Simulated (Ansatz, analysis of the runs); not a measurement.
# A defect in a wire: Cu wire along [110], 4 atoms a period, divacancy of Cu and Cu, part 3 of 4

What does the defect do to the conductance?

Ansatz 0.2.0; DFT PBE, plane waves, PAW; relaxation of a wire's period (the session's first sound run).

So far, channels at the energy nearest the Fermi level, one spin: step 3 (the wire at its relaxed period) 3.

## 5. The open system

This step: DFT PBE, plane waves, PAW; transmission of a junction in a wire (Ansatz 0.2.0).

The cell is now read as a scatterer between two semi-infinite leads, named by two sites one period apart. The scattering states in its self-consistent potential are matched to the leads' states at each energy. One point across is taken, as for a wire in vacuum.

The input, input.yaml:

```yaml
crystal:
  lattice:
    - [10.43, 0.0, 0.0]
    - [0.0, 9.367, 0.0]
    - [0.0, 0.0, 22.2136311535]
  atoms:
    - { symbol: Cu, position: [0.341528049, 0.499989197, 0.0] }
    - { symbol: Cu, position: [0.658471951, 0.499989197, 0.0] }
    - { symbol: Cu, position: [0.5, 0.358579455, 0.055555556] }
    - { symbol: Cu, position: [0.5, 0.641398939, 0.055555556] }
    - { symbol: Cu, position: [0.341528049, 0.499989197, 0.111111111] }
    - { symbol: Cu, position: [0.658471951, 0.499989197, 0.111111111] }
    - { symbol: Cu, position: [0.5, 0.358579455, 0.166666667] }
    - { symbol: Cu, position: [0.5, 0.641398939, 0.166666667] }
    - { symbol: Cu, position: [0.341528049, 0.499989197, 0.222222222] }
    - { symbol: Cu, position: [0.658471951, 0.499989197, 0.222222222] }
    - { symbol: Cu, position: [0.5, 0.358579455, 0.277777778] }
    - { symbol: Cu, position: [0.5, 0.641398939, 0.277777778] }
    - { symbol: Cu, position: [0.3365004209, 0.492145678, 0.3304900756] }
    - { symbol: Cu, position: [0.653403911, 0.5007540976, 0.3356349761] }
    - { symbol: Cu, position: [0.4832514979, 0.5938574973, 0.3983268511] }
    - { symbol: Cu, position: [0.6837474322, 0.5412664952, 0.444812023] }
    - { symbol: Cu, position: [0.4985215144, 0.4183337045, 0.4878251324] }
    - { symbol: Cu, position: [0.515291638, 0.6753305274, 0.5020885661] }
    - { symbol: Cu, position: [0.3454816051, 0.533414911, 0.553453184] }
    - { symbol: Cu, position: [0.6653754065, 0.5176611332, 0.5549100372] }
    - { symbol: Cu, position: [0.4985395138, 0.3759823062, 0.6030586128] }
    - { symbol: Cu, position: [0.5054037929, 0.6532981825, 0.6123719504] }
    - { symbol: Cu, position: [0.341528049, 0.499989197, 0.666666667] }
    - { symbol: Cu, position: [0.658471951, 0.499989197, 0.666666667] }
    - { symbol: Cu, position: [0.5, 0.358579455, 0.722222222] }
    - { symbol: Cu, position: [0.5, 0.641398939, 0.722222222] }
    - { symbol: Cu, position: [0.341528049, 0.499989197, 0.777777778] }
    - { symbol: Cu, position: [0.658471951, 0.499989197, 0.777777778] }
    - { symbol: Cu, position: [0.5, 0.358579455, 0.833333333] }
    - { symbol: Cu, position: [0.5, 0.641398939, 0.833333333] }
    - { symbol: Cu, position: [0.341528049, 0.499989197, 0.888888889] }
    - { symbol: Cu, position: [0.658471951, 0.499989197, 0.888888889] }
    - { symbol: Cu, position: [0.5, 0.358579455, 0.944444444] }
    - { symbol: Cu, position: [0.5, 0.641398939, 0.944444444] }
kpoints:
  mp_grid: { grid: [1, 1, 4] }
scf:
  occupations: { method: fermi_dirac, width: 0.05 }
hamiltonian:
  xc: pbe
output:
  transmission:
    e_range: [-1.26, 1.26]
    de: 0.035
    kmesh: [1, 1]
    reduced_basis: true
    leads: [[30, 0]]
  dos: { projected: true, e_range: [-4, 3] }
  write_potential: true
  write_density: true
  volumetric_format: npy
  elf: true
basis:
  ecutwfc: "350 eV"
```

Command:

```sh
> ansatz run input.yaml --threads 4 --pin off --max-ram 16384MiB --backend cpu --events-out ev --progress --plain --runs-dir out
```

Numbers of over 12 decimals in the logs are rounded to 6 here.

The log of the run:

```text
[...]
Crystal: 34 atoms, lattice volume = 2170.223 Å³
Basis set: ecut = 350 eV, 32301 PW (Γ)
Bands: 388, of which v1, the nominal top of the filled ones, is band 323 counted from 1 (322 counted from 0)
Symmetry: 1 space group operations
[...]
k-points: 3 of 4 (time reversal used)
[...]
SCF iter   1: F=—  HF=-225221.567539 eV  |F-HF|=—  |Δ(HF+E_count)|=         —  Δρ=2.21e-3  dr2=5.17e-1  ethr=1.77e-3  ⟨swp⟩=7.3  Hψ=5016  notcnv=0  defer=78
[...]
SCF iter  11: F=-225221.526087 eV  HF=-225221.526087 eV  |F-HF|=1.63e-8  |Δ(HF+E_count)|=   7.28e-8  Δρ=1.56e-6  dr2=3.86e-8  ethr=1.55e-11  ⟨swp⟩=3.0  Hψ=2646  notcnv=0
SCF 1 converged in 11 iterations: F = -225221.526087 eV  dr2 = 3.86e-8
[...]
transmission: 26 of 156 steps passed
transmission: 52 of 156 steps passed
[...]
transmission: 156 of 156 steps passed
WARN: The output density's exchange-correlation potential varies sharply where the density is thin. Do not read a vacuum level from v_tot or v_xc, or from such a field of the output density. On a cell that repeats whose density bears no net charge and no dipole along the vacuum's axis use v_es (v_loc + v_h of the components); under efield.dipole_correction with no amplitude use v_es + v_field, which holds any externa [...]
SCF converged after 11 iterations
Free energy (F): -225221.526087 eV
[...]
Internal energy: -225221.457293 eV  (E = F + TS)
E sigma→0 (E₀):  -225221.491690 eV
Entropy (-TS):   -0.068794 eV (-2.023 meV/atom)
Fermi energy:    -0.409679 eV
[...]
--- Band table (eV) ---
  k-point 0: bands = [... 319 lower, -1.0042, -0.9150, -0.5370, -0.3694, -0.2774, -0.1953, 0.0227, 0.1034, ... 61 higher]
  k-point 1: bands = [... 319 lower, -0.9575, -0.8201, -0.7360, -0.5648, -0.2468, -0.1517, 0.1937, 0.2331, ... 61 higher]
  k-point 2: bands = [... 319 lower, -1.1048, -0.8968, -0.6727, -0.5679, -0.4602, 0.0067, 0.2155, 0.2521, ... 61 higher]
--- Transmission ---
  basis      : 715 plane waves across, 26 finite elements along
  points     : 1, standing for a mesh of 1 x 1
[...]
crystal 0  : Cu4, at the sites [30, 0], period 2.4682 Å, over 14.81 Å; its Hamiltonian steps by up to 19.1 meV
[...]
filled         : 2.4 meV under the level at which it is neutral
    channels       : 3.000000e0 a spin
[...]
junction   : crystal 0 to crystal 0, 0.62 to 20.36 Å
    transmission   : 2.313016e0 a spin
    error estimate : 1.256907e-4 a spin from the reduction of the transverse basis, at the most 6.572752e-3 at -1.190000 eV
    conductance    : 1.8339e14 S/m² at 300 K (1.8339e14 on every other energy)
    error estimate : 0.0 % from the energy spacing and 0.0 % from band edges of the leads and from resonances (wavevectors taken as independent; lower de), 0.0 % from the reduction of the transverse basis, 0.9 % from the steps of its leads' Hamiltonians or their offsets (lay more layers), 0.1 % from the distance to neutral
    resistance     : 1.2500e-3 Ω µm² beyond half of each lead's own
```

The job ended after 5.3 min (4 threads of Arm Neoverse V1, shared host; peak memory 6.2 GiB; 18 min of CPU time).

Numbers from this step:

```
energy at zero smearing                                      : -225221.4917 eV
transmission at the energy nearest the Fermi level, one spin : 2.313
step of the lead's Hamiltonian                               : 19.1 meV
conductance of the junction                                  : 2.312 G₀
```

Transmission, one spin against energy, zero at the Fermi level:

| energy (eV) | transmission, one spin |
| --- | --- |
| -1.26 | 3.23 |
| -1.19 | 1.57 |
| -1.12 | 1.04 |
| -1.05 | 1.34 |
| -0.98 | 1.46 |
| -0.91 | 1.55 |
| -0.84 | 1.63 |
| -0.77 | 1.71 |
| -0.70 | 1.78 |
| -0.63 | 1.85 |
| -0.59 | 1.89 |
| -0.53 | 1.95 |
| -0.46 | 2.01 |
| -0.39 | 2.06 |
| -0.32 | 2.11 |
| -0.24 | 2.16 |
| -0.17 | 2.21 |
| -0.10 | 2.25 |
| -0.04 | 2.29 |
| 0.00 | 2.31 |
| 0.04 | 2.33 |
| 0.10 | 2.37 |
| 0.17 | 2.40 |
| 0.24 | 2.43 |
| 0.32 | 2.45 |
| 0.39 | 2.47 |
| 0.46 | 2.48 |
| 0.53 | 2.47 |
| 0.59 | 2.54 |
| 0.63 | 2.57 |
| 0.70 | 2.62 |
| 0.77 | 2.67 |
| 0.84 | 2.71 |
| 0.91 | 2.75 |
| 0.94 | 2.75 |
| 0.98 | 2.74 |
| 1.05 | 1.55 |
| 1.12 | 1.86 |
| 1.19 | 2.02 |
| 1.26 | 3.04 |

The open channels of the lead, one spin by energy, zero at the Fermi level:

energy (eV), open channels of the lead, one spin and a bar from the least value:
```
    -1.26       7.00 ##############################
    -1.19       3.00 
    -1.08       3.00 
    -1.01       3.00 
    -0.91       3.00 
    -0.84       3.00 
    -0.73       3.00 
    -0.67       3.00 
    -0.56       3.00 
    -0.49       3.00 
    -0.39       3.00 
    -0.32       3.00 
    -0.21       3.00 
    -0.14       3.00 
    -0.04       3.00 
     0.00       3.00 
     0.04       3.00 
     0.14       3.00 
     0.21       3.00 
     0.32       3.00 
     0.39       3.00 
     0.49       3.00 
     0.56       4.00 ########
     0.67       4.00 ########
     0.73       4.00 ########
     0.84       4.00 ########
     0.91       4.00 ########
     1.01       5.00 ###############
     1.08       4.00 ########
     1.19       4.00 ########
     1.26       6.00 ######################
```

Projected DOS an atom over height of the atomic layer and energy from the Fermi level.  broadened by a Gaussian of 0.15 eV, since few k-points sample the long cell.

Values in states/eV, 12 rows by 16 columns, each cell a mean:
```
0.27 0.27 0.26 0.34 0.34 0.30 0.23 0.20 0.25 0.34 0.35 0.31 0.25 0.29 0.31 0.34
0.36 0.28 0.37 0.35 0.33 0.33 0.30 0.35 0.32 0.33 0.33 0.31 0.33 0.36 0.37 0.31
0.30 0.29 0.23 0.21 0.29 0.30 0.26 0.36 0.39 0.21 0.19 0.29 0.29 0.24 0.27 0.28
0.26 0.33 0.26 0.21 0.34 0.36 0.33 0.38 0.47 0.28 0.26 0.28 0.28 0.28 0.27 0.25
0.32 0.36 0.39 0.41 0.48 0.51 0.38 0.38 0.55 0.49 0.50 0.34 0.38 0.40 0.34 0.44
1.36 1.56 1.50 1.87 2.15 2.50 2.15 1.84 2.42 2.48 2.03 1.65 1.55 1.54 1.35 1.49
5.07 5.50 5.16 5.54 6.00 6.31 5.05 5.32 5.98 5.82 5.71 5.39 5.41 5.52 5.07 5.63
4.97 4.15 4.50 4.15 3.72 4.50 4.41 5.89 3.92 4.31 3.96 4.48 4.47 4.25 4.74 4.04
3.55 3.22 3.61 3.24 3.30 3.47 3.92 3.73 3.19 3.28 3.40 3.50 3.39 3.30 3.59 3.17
2.87 2.82 2.78 2.70 3.03 2.66 3.09 2.39 3.08 2.86 2.77 2.86 2.81 2.72 2.89 2.78
2.48 2.73 2.61 2.65 2.26 1.69 2.45 1.95 2.05 2.03 2.41 2.48 2.60 2.70 2.55 2.77
1.25 1.30 1.28 1.25 1.04 0.81 0.87 0.95 0.90 0.95 1.15 1.10 1.19 1.32 1.29 1.38
```
Columns: height of the atomic layer (Å) from 0 to 21.0 (not evenly spaced); rows upwards: energy from the Fermi level (eV) from -3.98 to 1.47.

ELF in the cb plane at fractional x = 0.499, with atoms of Cu within 0.2 Å of it. It is the smooth field of the valence electrons, not physical close to the nuclei.

Values, 13 rows by 16 columns, each cell a mean:
```
0.01 0.00 0.00 0.01 0.03 0.04 0.03 0.02 0.01 0.01 0.01 0.01 0.01 0.00 0.01 0.01
0.07 0.04 0.03 0.06 0.10 0.13 0.17 0.11 0.09 0.07 0.08 0.09 0.08 0.07 0.07 0.08
0.14 0.12 0.10 0.16 0.15 0.17 0.25 0.17 0.19 0.16 0.17 0.20 0.15 0.19 0.15 0.18
0.21 0.19 0.16 0.21 0.25 0.30 0.22 0.27 0.22 0.21 0.21 0.22 0.23 0.22 0.21 0.21
0.48 0.20 0.31 0.23 0.29 0.35 0.21 0.57 0.21 0.43 0.38 0.23 0.59 0.20 0.48 0.33
0.21 0.21 0.41 0.26 0.22 0.20 0.20 0.20 0.20 0.21 0.20 0.20 0.23 0.20 0.21 0.20
0.19 0.21 0.18 0.20 0.24 0.20 0.19 0.18 0.19 0.19 0.19 0.19 0.18 0.20 0.18 0.19
0.29 0.18 0.15 0.16 0.53 0.28 0.23 0.43 0.20 0.27 0.25 0.21 0.34 0.20 0.29 0.23
0.43 0.14 0.07 0.12 0.19 0.21 0.23 0.41 0.20 0.39 0.35 0.23 0.53 0.21 0.44 0.31
0.17 0.12 0.03 0.07 0.13 0.22 0.19 0.17 0.20 0.17 0.19 0.22 0.18 0.22 0.18 0.20
0.13 0.07 0.01 0.03 0.08 0.13 0.13 0.12 0.12 0.12 0.15 0.18 0.14 0.16 0.14 0.16
0.05 0.02 0.00 0.00 0.01 0.02 0.03 0.03 0.03 0.04 0.05 0.06 0.05 0.05 0.04 0.05
0.00 0.00 0.00 0.00 0.00 0.00 0.00 0.00 0.00 0.00 0.00 0.00 0.00 0.00 0.00 0.00
```
Columns run along c (16.0 Å, from fractional 0.28 to 1.00 of the cell), rows up along b (9.4 Å). Atoms in or near the plane, at fractional coordinates: Cu at (0.40, 0.59), Cu at (0.49, 0.42), Cu at (0.50, 0.68), Cu at (0.60, 0.38), Cu at (0.61, 0.65), Cu at (0.72, 0.36), Cu at (0.72, 0.64), Cu at (0.83, 0.36), Cu at (0.83, 0.64), Cu at (0.94, 0.36), Cu at (0.94, 0.64).

Electrostatic potential energy in the cb plane at fractional x = 0.499, with atoms of Cu within 0.2 Å of it. With pseudopotentials it is smooth inside the atoms' cores, unlike the true potential.

Ten even steps from '0' (-54 eV) to '9' (4 eV), each cell a mean:
```
99999999999999999999999999999999999999999999
99999999999999999999999999999999999999999999
99999999999999999999999999999999999999999999
99999999999999999999999999999999999999999999
99999999999999999999999999999999999999999999
89999999999986689998889999989999998999998999
46899999999841148985347998546899754689874579
02699975689720027861004885101698400279720038
00599720158841148861004884000588200168610027
13799610048976679984236996213798511489841158
67999721158998899998789998767999866899986689
99999976689876899999999999999999999999999999
88999999998511489987789999888999988999998899
35899999997200179851148997435899643689863469
01699999998300279820016984001688300279720038
01699999999744689830027984001588200168710027
14799999999988999974468996323798522489842258
78999999999999999998899999778999877899987789
99999999999999999999999999999999999999999999
99999999999999999999999999999999999999999999
99999999999999999999999999999999999999999999
99999999999999999999999999999999999999999999
99999999999999999999999999999999999999999999
99999999999999999999999999999999999999999999
```
Columns run along c (16.0 Å, from fractional 0.28 to 1.00 of the cell; values clipped at the 3rd and 97th percentile), rows up along b (9.4 Å). Atoms in or near the plane, at fractional coordinates: Cu at (0.40, 0.59), Cu at (0.49, 0.42), Cu at (0.50, 0.68), Cu at (0.60, 0.38), Cu at (0.61, 0.65), Cu at (0.72, 0.36), Cu at (0.72, 0.64), Cu at (0.83, 0.36), Cu at (0.83, 0.64), Cu at (0.94, 0.36), Cu at (0.94, 0.64).

Valence density in the cb plane at fractional x = 0.499, with atoms of Cu within 0.2 Å of it. It is the smooth field of the valence electrons, not physical close to the nuclei.

Ten steps, logarithmic in the rise over the least value, from '0' (0 e/Å³) to '9' (47 e/Å³), each cell a mean:
```
00000000000000000000000000000000000000000000
00000000000000000000000000000000000000000000
00000000000000000000000000000000000000000000
00000000000000000000000000000000000000000000
00000000000000000000000000000000000000000000
00000000000012210000110000000000000000000000
32000000000137641013542001332100133200023310
86200012210159851126984113786211478510158741
97200157631147741126984113897311599621269951
75100269841113210014542112675211367410147631
21100157631011100001110001221100122100012210
00000022211122100000000000000000000000000000
11000000001366410012210000111000011100011100
43100000001599620136641001443101244210124421
96200000001488510149962013796211488521158841
97200000000133200148851013897311599621269951
64100000000000000013320002564101256310136531
11000000000000000000000000111000011100011100
00000000000000000000000000000000000000000000
00000000000000000000000000000000000000000000
00000000000000000000000000000000000000000000
00000000000000000000000000000000000000000000
00000000000000000000000000000000000000000000
00000000000000000000000000000000000000000000
```
Columns run along c (16.0 Å, from fractional 0.28 to 1.00 of the cell), rows up along b (9.4 Å). Atoms in or near the plane, at fractional coordinates: Cu at (0.40, 0.59), Cu at (0.49, 0.42), Cu at (0.50, 0.68), Cu at (0.60, 0.38), Cu at (0.61, 0.65), Cu at (0.72, 0.36), Cu at (0.72, 0.64), Cu at (0.83, 0.36), Cu at (0.83, 0.64), Cu at (0.94, 0.36), Cu at (0.94, 0.64).

By hand: the program gives 1.8339 × 10^14 S/m² over the cell's cross-section of 97.70 Å² = 9.770 × 10^-19 m², so one cell conducts 1.792 × 10^-4 S. Divided by G0 = 2e²/h = 7.748 × 10^-5 S this is 2.31 G0, a resistance of 5.58 kΩ.

The conductance is 2.31 G₀, with 3 channels a spin open in the lead. The lead's Hamiltonian steps by 19.1 meV, which the program lets pass, though it counts in the error estimate.

## 6. Conductance and thermopower from T(E)

This step: Landauer integrals over the computed T(E), interpolated linearly between its energies (analysis of the runs above).

Conductance and thermopower are moments of T(E) over the thermal window; sliding the window along E stands for a gate that leaves T(E) rigid.

This step gave:

- conductance at 300 K, interpolated from T(E): 2.312 G₀
- thermopower at 300 K: -1.720 μV/K
- Lorenz number over L0: 0.9983

T(E) held rigid; rough near sharp steps of T(E). The conductance at 300 K by shift of the leads' level:

```csv
shift of the leads' level (eV),conductance at 300 K (G₀)
-0.900,1.56
-0.850,1.62
-0.800,1.68
-0.700,1.78
-0.650,1.83
-0.600,1.88
-0.550,1.93
-0.450,2.01
-0.400,2.05
-0.350,2.09
-0.300,2.12
-0.200,2.19
-0.150,2.22
-0.100,2.25
-0.050,2.28
0.050,2.34
0.100,2.36
0.150,2.39
0.200,2.41
0.300,2.44
0.350,2.46
0.400,2.47
0.450,2.48
0.550,2.50
0.600,2.54
0.650,2.58
0.700,2.62
0.800,2.69
0.850,2.71
0.900,2.73
```

(Continued in part 4 of 4.)

[Logs are printed without paths, hosts, clocks, repeated set-up lines and the standing remarks that a program may print on its own settings, such as how far it seeks lower states.]

[Hosts, paths, dates, database ids (printed as entryN), source tags and the programs' standing remarks are cut or masked in the printed files.]
